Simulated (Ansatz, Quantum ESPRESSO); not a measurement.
# SbAu (Pm-3m): from the cell to the phonon bands, part 3 of 4

Aim: the phonon dispersion of SbAu (Pm-3m), checked by a second program.

Quantum ESPRESSO 7.5; DFT PBE, scalar-relativistic, plane waves, SPMS norm-conserving pseudopotentials.

So far, highest frequency (cm⁻¹): step 7 (interpolated phonon bands) 108. The relaxed cell has a = 3.553 Å (conventional setting).

The structure was built from a prototype and need not be the compound's stable phase.

### 8. Density of states

Sums over the zone need many more wavevectors than were solved, so the interpolation is sampled on a dense mesh.

The input, matdyn.in:

```
 &input
    asr='simple',
    flfrc='x.fc',
    dos=.true.,
    fldos='x.dos',
    nk1=13,
    nk2=13,
    nk3=13,
    deltaE=0.3,
 /
```

Launch:

```
matdyn.x -in matdyn.in > matdyn.out
```

Numbers of over 12 decimals in the logs are rounded to 6 here.

The log of the run:

```text
[banner, memory and clock lines left out]
Program MATDYN v.7.5

 mass for atomic type   1 not given; uses mass from file x.fc
 mass for atomic type   2 not given; uses mass from file x.fc
     Message from routine matdyn:
     Z* not found in file x.fc, TO-LO splitting at q=0 will be absent!

Note: The following floating-point exceptions are signalling: IEEE_UNDERFLOW_FLAG
```

It took 3 s on 1 thread of Arm Neoverse V1, shared host.

Read from the output:

```
share of modes beyond 3i cm⁻¹ on the dense interpolated mesh : 0.1682
```

The phonon density of states has structure finer than the step of the table below, so its rows give means over 5 cm⁻¹, whole bins alone (the curve runs from -34.0 to 107 cm⁻¹). Peaks (cm⁻¹: height): total -21.4: 0.138, 26.3: 0.146, 46.1: 0.112, 68.6: 0.0764; Au -21.4: 0.0195, 26.3: 0.0833, 45.2: 0.101, 68.6: 0.0438; Sb -21.4: 0.119, 26.3: 0.0626, 89.3: 0.0368.

Tetrahedra. Table of phonon density of states by wavenumber; means over each step; values in 1/cm⁻¹/cell:

```tsv
wavenumber (cm⁻¹)	total	Au	Sb
-30	0.0215	0.00146	0.0201
-25	0.0583	0.00782	0.0504
-20	0.0749	0.0114	0.0634
-15	0.0186	0.00391	0.0147
-10	0.0146	0.00354	0.0111
-5	0.0132	0.00362	0.00956
0	0.0138	0.00456	0.00922
5	0.0147	0.00552	0.00922
10	0.0164	0.00669	0.00971
15	0.0231	0.0111	0.0120
20	0.0648	0.0351	0.0298
25	0.118	0.0662	0.0515
30	0.0654	0.0435	0.0219
35	0.0473	0.0414	0.00590
40	0.0665	0.0595	0.00703
45	0.0947	0.0850	0.00967
50	0.0525	0.0370	0.0156
55	0.0401	0.0255	0.0146
60	0.0360	0.0241	0.0119
65	0.0523	0.0323	0.0201
70	0.0665	0.0352	0.0313
75	0.0519	0.0203	0.0316
80	0.0456	0.0139	0.0317
85	0.0444	0.0107	0.0337
90	0.0396	0.00725	0.0323
95	0.0225	0.00224	0.0203
100	0.0143	7.0e-4	0.0136
```

### 9. Zone-centre analysis

A rigid shift of the crystal must cost nothing, but grids and finite bases break this; the acoustic sum rule is imposed before the matrix is diagonalised again.

The input, dynmat.in:

```
 &input
    fildyn='x.dyn1',
    asr='simple',
    fileig='dynmat.eig',
 /
```

Launch:

```
dynmat.x -in dynmat.in > dynmat.out
```

The log of the run:

```text
[banner, memory and clock lines left out]
Program DYNMAT v.7.5

     Reading Dynamical Matrix from file x.dyn1
     ...Force constants read
     ...epsilon and Z* not read (not found on file)
     A direction for q was not specified:TO-LO splitting will be absent

     Polarizability (A^3 units)
     multiply by 1.000000 for Clausius-Mossotti correction
         0.000000    0.000000    0.000000
         0.000000    0.000000    0.000000
         0.000000    0.000000    0.000000

     IR activities are in (D/A)^2/amu units

# mode   [cm-1]    [THz]      IR
    1     -0.00   -0.0000    0.0000
    2     -0.00   -0.0000    0.0000
    3      0.00    0.0000    0.0000
    4     54.48    1.6334    0.0000
    5     54.48    1.6334    0.0000
    6     54.48    1.6334    0.0000
```

Wall time 0.45 s (1 thread).

This step gave:

* highest optical zone-centre mode (no LO-TO term): 54.48 cm⁻¹
* lowest optical zone-centre mode: 54.48 cm⁻¹

Unit eigenvectors of the mass-weighted matrix after the sum rule; no LO-TO term. Modes at Γ, with each element's share of the kinetic energy:

```tsv
mode	frequency (cm⁻¹)	symmetry	Au %	Sb %
1	0.0	acoustic	62	38
2	0.0	acoustic	62	38
3	0.0	acoustic	62	38
4	54.5	T1u	38	62
5	54.5	T1u	38	62
6	54.5	T1u	38	62
```

Displacements in mode 6 (54.5 cm⁻¹), the largest set to 1:
```
Au1  0.00  0.00 -0.62
Sb2  0.00  0.00  1.00
```

The rule moves no optical mode by more than 0.1 cm⁻¹.

### 10. Sum rules set otherwise: a sum rule for molecules or wires on a crystal

This rule also removes rotations, which suits wires and not a crystal; it is tried to see the harm.

The input, dynmat.in:

```
 &input
    fildyn='x.dyn1',
    asr='one-dim',
    fileig='dynmat.eig',
 /
```

Launch:

```
dynmat.x -in dynmat.in > dynmat.out
```

The log of the run:

```text
[banner, memory and clock lines left out]
Program DYNMAT v.7.5

     Reading Dynamical Matrix from file x.dyn1
     ...Force constants read
     ...epsilon and Z* not read (not found on file)
asr rotation axis in 1D system=    3
     Acoustic Sum Rule: || Z*(ASR) - Z*(orig)|| =    0.000000E+00
     Acoustic Sum Rule: ||dyn(ASR) - dyn(orig)||=    3.380995E-02
     A direction for q was not specified:TO-LO splitting will be absent

     Polarizability (A^3 units)
     multiply by 1.000000 for Clausius-Mossotti correction
         0.000000    0.000000    0.000000
         0.000000    0.000000    0.000000
         0.000000    0.000000    0.000000

     IR activities are in (D/A)^2/amu units

# mode   [cm-1]    [THz]      IR
    1     -0.00   -0.0000    0.0000
    2      0.00    0.0000    0.0000
    3      0.00    0.0000    0.0000
    4      0.00    0.0000    0.0000
    5     54.48    1.6333    0.0000
    6     54.48    1.6333    0.0000
```

It took 0.46 s on 1 thread.

The program raised no error, yet the settings are not those of a careful run.

The fault: a sum rule for molecules or wires on a crystal; 1 optical mode is projected out to zero frequency, as if it were a rotation.

For a crystal the rule has to be 'simple' or 'crystal'.

Zone-centre frequencies as printed; negative means imaginary. Modes:

```tsv
mode	frequency (cm⁻¹)
1	0
2	0
3	0
4	0
5	54.48
6	54.48
```

### 11. The dispersion under another sum rule (asr crystal)

The sum rule corrects the force constants themselves, so it can shift branches at any wavevector, low ones most.

The input, matdyn.in:

```
 &input
    asr='crystal',
    flfrc='x.fc',
    flfrq='x.freq',
    flvec='x.modes',
    q_in_band_form=.true.,
    q_in_cryst_coord=.true.,
 /
8
  0.0000000   0.0000000   0.0000000   8  ! GAMMA
  0.0000000   0.5000000   0.0000000   8  ! X
  0.5000000   0.5000000   0.0000000   8  ! M
  0.0000000   0.0000000   0.0000000   8  ! GAMMA
  0.5000000   0.5000000   0.5000000   8  ! R
  0.0000000   0.5000000   0.0000000   1  ! X
  0.5000000   0.5000000   0.5000000   8  ! R
  0.5000000   0.5000000   0.0000000   1  ! M
```

Launch:

```
matdyn.x -in matdyn.in > matdyn.out
```

The log of the run:

```text
[banner, memory and clock lines left out]
Program MATDYN v.7.5

 mass for atomic type   1 not given; uses mass from file x.fc
 mass for atomic type   2 not given; uses mass from file x.fc
 Norm of the difference between old and new effective charges:    0.000000

 Norm of the difference between old and new force-constants:   1.42083e-05

     Message from routine matdyn:
     Z* not found in file x.fc, TO-LO splitting at q=0 will be absent!
     Message from routine matdyn:
     Z* not found in file x.fc, TO-LO splitting at q=0 will be absent!

Note: The following floating-point exceptions are signalling: IEEE_UNDERFLOW_FLAG
```

Run time: 0.46 s. Hardware: 1 thread.

Read from the output:

```
lowest frequency on the path : -34.51 cm⁻¹
```

At the labelled points the branches move by no more than 0.2 cm⁻¹.

(Continued in part 4 of 4.)

[Host names and launcher messages were left out of these logs when they were recorded.]

[Logs are printed without paths, hosts, clocks, repeated set-up lines and the standing remarks that a program may print on its own settings, such as how far it seeks lower states.]

[Hosts, paths, dates, database ids (printed as entryN), source tags and the programs' standing remarks are cut or masked in the printed files.]
